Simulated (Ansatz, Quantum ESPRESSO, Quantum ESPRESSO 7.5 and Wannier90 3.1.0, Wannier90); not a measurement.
**straight Si chain, spacing 2.20 Å: Wannier functions and conductance**

Wanted: localised orbitals and the quantum conductance of this wire: straight Si chain, spacing 2.20 Å.

Main program and level: Quantum ESPRESSO 7.5 and Wannier90 3.1.0; plane-wave DFT, PBE, GBRV ultrasoft pseudopotentials (cross-check by Ansatz 0.2.0 with PAW datasets).

Report form: the programs' logs are mostly left out.

## (1) The structure

The cell holds 1 atom: 1 Si. Its edges and angles: a = 8.000 Å, b = 8.000 Å, c = 2.200 Å, α = 90.0°, β = 90.0°, γ = 90.0°. Vacuum lies along a and b. The structure's axis is c.

## (2) SCF with pw.x

The input, scf.in:

```
&control
  prefix = 'scf'
  outdir = './out'
  pseudo_dir = './pseudo'
  calculation = 'scf'
  tprnfor = .true.
/
&system
  ibrav = 0
  nat = 1
  ntyp = 1
  ecutwfc = 34
  ecutrho = 170
  occupations = 'smearing'
  smearing = 'mv'
  degauss = 0.005
/
&electrons
  conv_thr = 1e-07
  mixing_beta = 0.4
  electron_maxstep = 120
  mixing_mode = 'local-TF'
/
ATOMIC_SPECIES
  Si  28.0850  si_pbe_v1.uspp.F.UPF
CELL_PARAMETERS angstrom
  8.00000000000000 0.00000000000000 0.00000000000000
  0.00000000000000 8.00000000000000 0.00000000000000
  0.00000000000000 0.00000000000000 2.20000000000000
ATOMIC_POSITIONS crystal
  Si  0.000000000000 0.000000000000 0.000000000000
K_POINTS automatic
  1 1 32 0 0 0
```

On the command line:

```bash
$ OMP_NUM_THREADS=1 mpirun -n 2 pw.x -nk 2 -in scf.in > scf.out
```

Wall time 8.3 s (2 MPI ranks of Arm Neoverse N1, shared host); peak memory 0.22 GiB; 16 s of CPU time.

Numbers from this step:

```
free energy  : -128.5309 eV
Fermi energy : -3.517 eV
```

The program's own clock; routines nest. Time by routine:

| routine | wall time (s) | calls |
| --- | --- | --- |
| PWSCF | 7.74 | 1 |
| electrons | 6.96 | 1 |
| c_bands | 2.94 | 10 |
| cegterg | 2.65 | 90 |
| h_psi | 2.29 | 417 |
| fftw | 2.18 | 3690 |
| vloc_psi | 2.09 | 417 |
| sum_band | 1.52 | 10 |
| mix_rho | 1.28 | 10 |
| newd | 0.97 | 10 |
| ffts | 0.6 | 748 |
| init_run | 0.49 | 1 |
| v_of_rho | 0.35 | 10 |
| hinit0 | 0.2 | 1 |

The run needed 9 iterations to bring the estimated error under 1e-07 Ry.

## (3) Full uniform mesh without symmetry

Wannier90 needs the states on a whole uniform mesh, listed point by point, without symmetry.

The input, nscf.in:

```
&control
  prefix = 'nscf'
  outdir = './out'
  pseudo_dir = './pseudo'
  calculation = 'nscf'
/
&system
  ibrav = 0
  nat = 1
  ntyp = 1
  ecutwfc = 34
  ecutrho = 170
  occupations = 'smearing'
  smearing = 'mv'
  degauss = 0.005
  nosym = .true.
  noinv = .true.
  nbnd = 12
/
&electrons
  conv_thr = 1e-09
  mixing_beta = 0.4
  electron_maxstep = 120
  mixing_mode = 'local-TF'
  diago_full_acc = .true.
/
ATOMIC_SPECIES
  Si  28.0850  si_pbe_v1.uspp.F.UPF
CELL_PARAMETERS angstrom
  8.00000000000000 0.00000000000000 0.00000000000000
  0.00000000000000 8.00000000000000 0.00000000000000
  0.00000000000000 0.00000000000000 2.20000000000000
ATOMIC_POSITIONS crystal
  Si  0.000000000000 0.000000000000 0.000000000000
K_POINTS crystal
16
  0.0000000000 0.0000000000 0.0000000000 0.0625
  0.0000000000 0.0000000000 0.0625000000 0.0625
  0.0000000000 0.0000000000 0.1250000000 0.0625
  0.0000000000 0.0000000000 0.1875000000 0.0625
  0.0000000000 0.0000000000 0.2500000000 0.0625
  0.0000000000 0.0000000000 0.3125000000 0.0625
  0.0000000000 0.0000000000 0.3750000000 0.0625
  0.0000000000 0.0000000000 0.4375000000 0.0625
  0.0000000000 0.0000000000 0.5000000000 0.0625
  0.0000000000 0.0000000000 0.5625000000 0.0625
  0.0000000000 0.0000000000 0.6250000000 0.0625
  0.0000000000 0.0000000000 0.6875000000 0.0625
  0.0000000000 0.0000000000 0.7500000000 0.0625
  0.0000000000 0.0000000000 0.8125000000 0.0625
  0.0000000000 0.0000000000 0.8750000000 0.0625
  0.0000000000 0.0000000000 0.9375000000 0.0625
```

On the command line:

```bash
$ cp -r out/scf.save out/nscf.save
$ cp out/scf.xml out/nscf.xml
$ OMP_NUM_THREADS=1 mpirun -n 2 pw.x -nk 1 -in nscf.in > nscf.out
```

It took 9.2 s on 2 MPI ranks; peak memory 0.1 GiB.

Read from the output:

- Fermi energy: -3.529 eV

The program's own clock; routines nest. Time by routine:

| routine | wall time (s) | calls |
| --- | --- | --- |
| PWSCF | 8.61 | 1 |
| electrons | 8.23 | 1 |
| c_bands | 8.23 | 1 |
| cegterg | 8 | 52 |
| h_psi | 6.42 | 980 |
| vloc_psi | 6.03 | 980 |
| fftw | 5.56 | 13368 |
| init_run | 0.25 | 1 |
| cdiaghg | 0.2 | 928 |
| h_psi:calbec | 0.19 | 980 |
| calbec | 0.19 | 980 |
| add_vuspsi | 0.17 | 980 |
| s_psi | 0.16 | 980 |
| hinit0 | 0.11 | 1 |

## (4) Neighbour list from wannier90 -pp

The .win file sets projections and windows: states in the frozen window are kept exactly, the outer window gives room to disentangle.

The input, wan.win:

```
num_wann = 4
num_bands = 12
num_iter = 200
num_print_cycles = 20
conv_tol = 1e-8
conv_window = 5
guiding_centres = true
dis_num_iter = 1500
dis_conv_tol = 1e-8
dis_win_min = -14.5165
dis_win_max = 5.4835
dis_froz_max = -2.0165
search_shells = 120
fermi_energy = -3.5165

transport = true
transport_mode = bulk
one_dim_axis = z
dist_cutoff = 17.5
dist_cutoff_mode = one_dim
tran_win_min = -4.0
tran_win_max = 2.0
tran_energy_step = 0.02

bands_plot = true
bands_num_points = 96
begin kpoint_path
G 0.0 0.0 0.0 Z 0.0 0.0 0.5
end kpoint_path

begin projections
Si:s;p
end projections

begin unit_cell_cart
ang
  8.0000000000 0.0000000000 0.0000000000
  0.0000000000 8.0000000000 0.0000000000
  0.0000000000 0.0000000000 2.2000000000
end unit_cell_cart

begin atoms_frac
  Si 0.0000000000 0.0000000000 0.0000000000
end atoms_frac

mp_grid = 1 1 16
begin kpoints
  0.0 0.0 0.0000000000
  0.0 0.0 0.0625000000
  0.0 0.0 0.1250000000
  0.0 0.0 0.1875000000
  0.0 0.0 0.2500000000
  0.0 0.0 0.3125000000
  0.0 0.0 0.3750000000
  0.0 0.0 0.4375000000
  0.0 0.0 0.5000000000
  0.0 0.0 0.5625000000
  0.0 0.0 0.6250000000
  0.0 0.0 0.6875000000
  0.0 0.0 0.7500000000
  0.0 0.0 0.8125000000
  0.0 0.0 0.8750000000
  0.0 0.0 0.9375000000
end kpoints
```

On the command line:

```bash
$ OMP_NUM_THREADS=1 wannier90.x -pp wan > wan.pp.log
```

The job ended after 0.51 s (1 MPI rank; peak memory 0.09 GiB).

## (5) Overlaps and projections

pw2wannier90.x computes the overlaps between neighbouring k-points and the projections.

The input, wan.p2w.in:

```
&inputpp
  prefix = 'nscf'
  outdir = './out'
  seedname = 'wan'
  write_mmn = .true.
  write_amn = .true.
  write_unk = .false.
/
```

On the command line:

```bash
$ OMP_NUM_THREADS=1 mpirun -n 2 pw2wannier90.x -in wan.p2w.in > wan.p2w.out
```

The job ended after 3.5 s (2 MPI ranks; peak memory 0.09 GiB; 6.9 s of CPU time).

## (6) Localisation, bands and conductance

After disentangling and localising, transport_mode = bulk builds principal layers from hoppings within dist_cutoff and counts open channels.

wan.win is that of step 4.

On the command line:

```bash
$ OMP_NUM_THREADS=1 wannier90.x wan > wan.run.log
```

Elapsed: 1.8 s, on 1 MPI rank; peak memory 0.09 GiB.

This step gave:

- lead channels at the Fermi level, one spin: 3.000
- total spread: 8.219 Å²
- gauge-invariant spread: 6.346 Å²
- largest misfit to plane-wave levels between mesh points, inside the frozen window: 0.01789 eV

Per spin. Quantum conductance of the perfect wire, open channels against energy, zero at the Fermi level:

| energy (eV) | quantum conductance of the perfect wire, open channels |
| --- | --- |
| -4.000 | 1 |
| -3.800 | 1 |
| -3.600 | 1 |
| -3.400 | 4.6e-6 |
| -3.200 | 6.3e-8 |
| -3.000 | 1.1e-8 |
| -2.800 | 4.0e-9 |
| -2.600 | 2.0e-9 |
| -2.400 | 2.0e-9 |
| -2.200 | 1.0e-9 |
| -2.000 | 2.0e-9 |
| -1.800 | 3.0e-9 |
| -1.600 | 5.0e-9 |
| -1.400 | 5.5e-7 |
| -1.200 | 2 |
| -1.020 | 2 |
| -0.800 | 3 |
| -0.600 | 3 |
| -0.400 | 3 |
| -0.200 | 3 |
| 0.000 | 3 |
| 0.200 | 3 |
| 0.400 | 3 |
| 0.600 | 3 |
| 0.800 | 3 |
| 1.000 | 3 |
| 1.200 | 3 |
| 1.400 | 3 |
| 1.600 | 3 |
| 1.800 | 3 |
| 2.000 | 3 |

Wannier functions:

| no. | x (Å) | y (Å) | z (Å) | spread (Å²) |
| --- | --- | --- | --- | --- |
| 1 | -1.00e-6 | 1.70e-5 | 2.00e-6 | 2.655 |
| 2 | 0 | 1.00e-6 | 1.1 | 1.242 |
| 3 | 1.00e-6 | 0 | 0 | 2.161 |
| 4 | 0 | -1.70e-5 | 0 | 2.161 |

The electronic bands at the labelled points (eV, zero at the Fermi level; # counts the bands kept):

| point | #1 | #2 | #3 | #4 |
| --- | --- | --- | --- | --- |
| Γ | -9.43 | -1.36 | -1.36 | 4.80 |
| halfway | -7.63 | 0.41 | 0.41 | 4.99 |
| Z | -3.46 | -0.96 | 4.98 | 4.98 |

Bands and channels are those of the Wannier model: bands that were not projected, and all outside the frozen window, are missing or only approximate.

## (7) Neighbour list from wannier90 -pp, with dis_win_max − E_F = 4.0

How much does a setting matter? One run is repeated with a change.

wan_w.win is the input of step 6 with these lines changed:

```diff
@@ -10,3 +10,3 @@
 dis_win_min = -14.5165
-dis_win_max = 5.4835
+dis_win_max = 0.4835
 dis_froz_max = -2.0165
```

On the command line:

```bash
$ OMP_NUM_THREADS=1 wannier90.x -pp wan_w > wan_w.pp.log
```

The job ended after 0.49 s (1 MPI rank; peak memory 0.09 GiB).

## (8) Overlaps and projections

The follow-up step for that run.

The input, wan_w.p2w.in:

```
&inputpp
  prefix = 'nscf'
  outdir = './out'
  seedname = 'wan_w'
  write_mmn = .true.
  write_amn = .true.
  write_unk = .false.
/
```

On the command line:

```bash
$ OMP_NUM_THREADS=1 mpirun -n 2 pw2wannier90.x -in wan_w.p2w.in > wan_w.p2w.out
```

The job ended after 3.5 s (2 MPI ranks; peak memory 0.09 GiB).

## (9) Localisation, bands and conductance, with dis_win_max − E_F = 4.0

wan_w.win is the input of step 6 with these lines changed:

```diff
@@ -10,3 +10,3 @@
 dis_win_min = -14.5165
-dis_win_max = 5.4835
+dis_win_max = 0.4835
 dis_froz_max = -2.0165
```

On the command line:

```bash
$ OMP_NUM_THREADS=1 wannier90.x wan_w > wan_w.run.log
```

It took 0.51 s on 1 MPI rank; peak memory 0.09 GiB.

The program refused the input before any cycle.

The outer window must hold at least num_wann states at every k: widen it, with enough bands computed to fill it.

## (10) The same in Ansatz

As a check, the same structure is run in Ansatz.

Level of this step: plane-wave DFT, PBE, Ansatz PAW (Ansatz 0.2.0).

System of this step: straight Si chain, spacing 2.20 Å, 2 periods. The cell holds 2 atoms: 2 Si. Cell: a = 8.000 Å, b = 8.000 Å, c = 4.400 Å, α = 90.0°, β = 90.0°, γ = 90.0°. Vacuum lies along a and b. The structure's axis is c.

The input, input.yaml:

```yaml
crystal:
  lattice:
    - [8.0, 0.0, 0.0]
    - [0.0, 8.0, 0.0]
    - [0.0, 0.0, 4.4]
  atoms:
    - { symbol: Si, position: [0.0, 0.0, 0.0] }
    - { symbol: Si, position: [0.0, 0.0, 0.5] }
kpoints:
  mp_grid: { grid: [1, 1, 16] }
hamiltonian:
  xc: pbe
scf:
  occupations: { method: fermi_dirac, width: 0.05 }
  convergence: { dr2_threshold: 1.0e-08 }
output:
  transmission:
    leads: [[0, 0]]
    e_range: [-4.0, 2.0]
    de: 0.05
    kmesh: [1, 1]
    reduced_basis: true
```

On the command line:

```bash
$ ansatz run input.yaml --threads 2 --pin off --max-ram 4096MiB --backend cpu --events-out ev --progress --plain --runs-dir out
```

The job ended after 60 s (2 threads; peak memory 0.58 GiB; 2 min of CPU time).

Read from the output:

| Property | Result |
| --- | --- |
| free energy | -1267.5651 eV |
| energy at zero smearing | -1267.5521 eV |
| smearing term TS | 0.02604 eV |
| Fermi energy | -3.528 eV |
| symmetry operations | 32 |
| lead channels at the Fermi level, one spin | 3 |

Per spin. The open channels by energy, zero at the Fermi level:

| energy (eV) | open channels |
| --- | --- |
| -4.0000 | 1 |
| -3.7500 | 1 |
| -3.5000 | 1 |
| -3.2500 | 0 |
| -3.0000 | 0 |
| -2.7500 | 0 |
| -2.5000 | 0 |
| -2.2500 | 0 |
| -2.0000 | 0 |
| -1.7500 | 0 |
| -1.5000 | 0 |
| -1.2500 | 2 |
| -1.0000 | 2 |
| -0.7500 | 3 |
| -0.5000 | 3 |
| -0.2500 | 3 |
| 0.0000 | 3 |
| 0.2500 | 3 |
| 0.5000 | 3 |
| 0.7500 | 3 |
| 1.0000 | 3 |
| 1.2500 | 3 |
| 1.5000 | 3 |
| 1.7500 | 3 |
| 2.0000 | 3 |

## (11) By hand

3 channels × 77.48 µS = 232 µS, a two-terminal resistance of 12.906/3 = 4.30 kΩ whatever the wire's length, as long as nothing scatters.

## (12) Outcome

```
open channels at the Fermi level, per spin : 3
total spread                               : 8.22 Å²
gauge-invariant spread                     : 6.35 Å²
largest band misfit in the frozen window   : 0.0179 eV
channels at the Fermi level by Ansatz      : 3
```

What this shows: The wire offers 3 channels per spin at the Fermi level. Between -4 and 1.5 eV the channel count from Wannier functions equals that from Ansatz's layer matching at 98 % of the energies; outside the frozen window the Wannier bands are not held to the plane-wave ones. Each plane-wave level in the frozen window has a Wannier level within 0.02 eV; this test doesn't see extra bands that a model may add. The wire is perfect, so the conductance only counts bands: each channel, with its partner of the other spin, carries G₀ = 2e²/h. It was run without spin polarisation, which was not tested.

[Logs are printed without paths, hosts, clocks, repeated set-up lines and the standing remarks that a program may print on its own settings, such as how far it seeks lower states.]

[Hosts, paths, dates, database ids (printed as entryN), source tags and the programs' standing remarks are cut or masked in the printed files.]

[Maps of the electrostatic potential energy from Ansatz leave out the sawtooth potential of an applied field or a dipole correction, so their vacuum need not be flat; planar profiles and work functions include it.]
